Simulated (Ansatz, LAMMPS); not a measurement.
**A faulty run on liquid W at 5000 K (67 atoms)**

Program: Ansatz 0.2.0. The cell: 67 W.

input.yaml

```yaml
crystal:
  lattice:
    - [10.72091, 0.0, 0.0]
    - [0.0, 10.72091, 0.0]
    - [0.0, 0.0, 10.72091]
  atoms:
    - { symbol: W, position: [0.87736, 0.71324, 0.87212] }
    - { symbol: W, position: [0.922, 0.71381, 0.59416] }
    - { symbol: W, position: [0.0926, 0.70755, 0.75879] }
    - { symbol: W, position: [0.55939, 0.8036, 0.48394] }
    - { symbol: W, position: [0.68075, 0.69794, 0.26844] }
    - { symbol: W, position: [0.02601, 0.6649, 0.0471] }
    - { symbol: W, position: [0.08499, 0.88597, 0.49587] }
    - { symbol: W, position: [0.77198, 0.26399, 0.52985] }
    - { symbol: W, position: [0.766, 0.57092, 0.06836] }
    - { symbol: W, position: [0.43532, 0.61259, 0.40109] }
    - { symbol: W, position: [0.58141, 0.25919, 0.976] }
    - { symbol: W, position: [0.23635, 0.8593, 0.70081] }
    - { symbol: W, position: [0.5741, 0.22545, 0.69459] }
    - { symbol: W, position: [0.72247, 0.83348, 0.03249] }
    - { symbol: W, position: [0.4328, 0.23692, 0.16339] }
    - { symbol: W, position: [0.91875, 0.45217, 0.67113] }
    - { symbol: W, position: [0.65439, 0.98372, 0.33511] }
    - { symbol: W, position: [0.93743, 0.06252, 0.47876] }
    [... 43 atom lines left out ...]
    - { symbol: W, position: [0.85197, 0.91843, 0.21914] }
    - { symbol: W, position: [0.21617, 0.5737, 0.20608] }
    - { symbol: W, position: [0.47333, 0.04855, 0.05061] }
    - { symbol: W, position: [0.23768, 0.84697, 0.08153] }
    - { symbol: W, position: [0.40448, 0.87683, 0.88154] }
    - { symbol: W, position: [0.0622, 0.28347, 0.54217] }
kpoints:
  mp_grid: { grid: [2, 2, 2] }
hamiltonian:
  xc: pbe
scf:
  occupations: { method: cold, width: 0.15 }
  eigensolver: { kind: { support_functions: { accuracy: medium, radius: 3.37 } } }
  max_iter: 150
output:
  forces: true
  eigenvalues: true
```

Command:

```
$ ansatz run input.yaml --threads 8 --pin off --max-ram 15872MiB --backend cpu --events-out ev --progress --plain --runs-dir out
```

The log of the run:

```text
Warning: scf.eigensolver.kind.support_functions: disabling space-group detection — the functions' gradient is summed over unrotated k-points, so no spatial operation reduces the k-mesh or symmetrises the density; time reversal is kept, so that k and −k are solved as one point where they differ and the mesh holds both, and exact exchange and, on two spinor components, a DFT+U term hold to it where the run has them: [...]
settings of this run that can trade accuracy for cost: scf.eigensolver.kind.support_functions [...]
Engine: ansatz 0.2.0, x86_64-unknown-linux-gnu
Pseudopotentials: kind: paw
Pseudopotential: W, paw, valence charge 14, recommended cutoff 420 eV (normal), W.paw.azcp
[... 5 lines on functional and potentials left out ...]
Error: SCF: the radius of support functions is under 3.78 Å, the least for these sites at the functions' level (scf.eigensolver.kind.support_functions.accuracy). Use scf.eigensolver.kind: auto, or type scf.eigensolver.kind.support_functions.radius at least as long, [...]
```

The job ended after 0.98 s (8 threads of Intel Xeon Platinum 8259CL at 2.50GHz (Skylake/Cascade Lake), shared host; peak memory 0.26 GiB).

Q: Name the fault and the fix.

A radius under the least that the level allows: support_functions.radius = 3.37.

The fix is to use a longer radius.

The run ended with an error.

[Logs are printed without paths, hosts, clocks, repeated set-up lines and the standing remarks that a program may print on its own settings, such as how far it seeks lower states.]

[Hosts, paths, dates, database ids (printed as entryN), source tags and the programs' standing remarks are cut or masked in the printed files.]
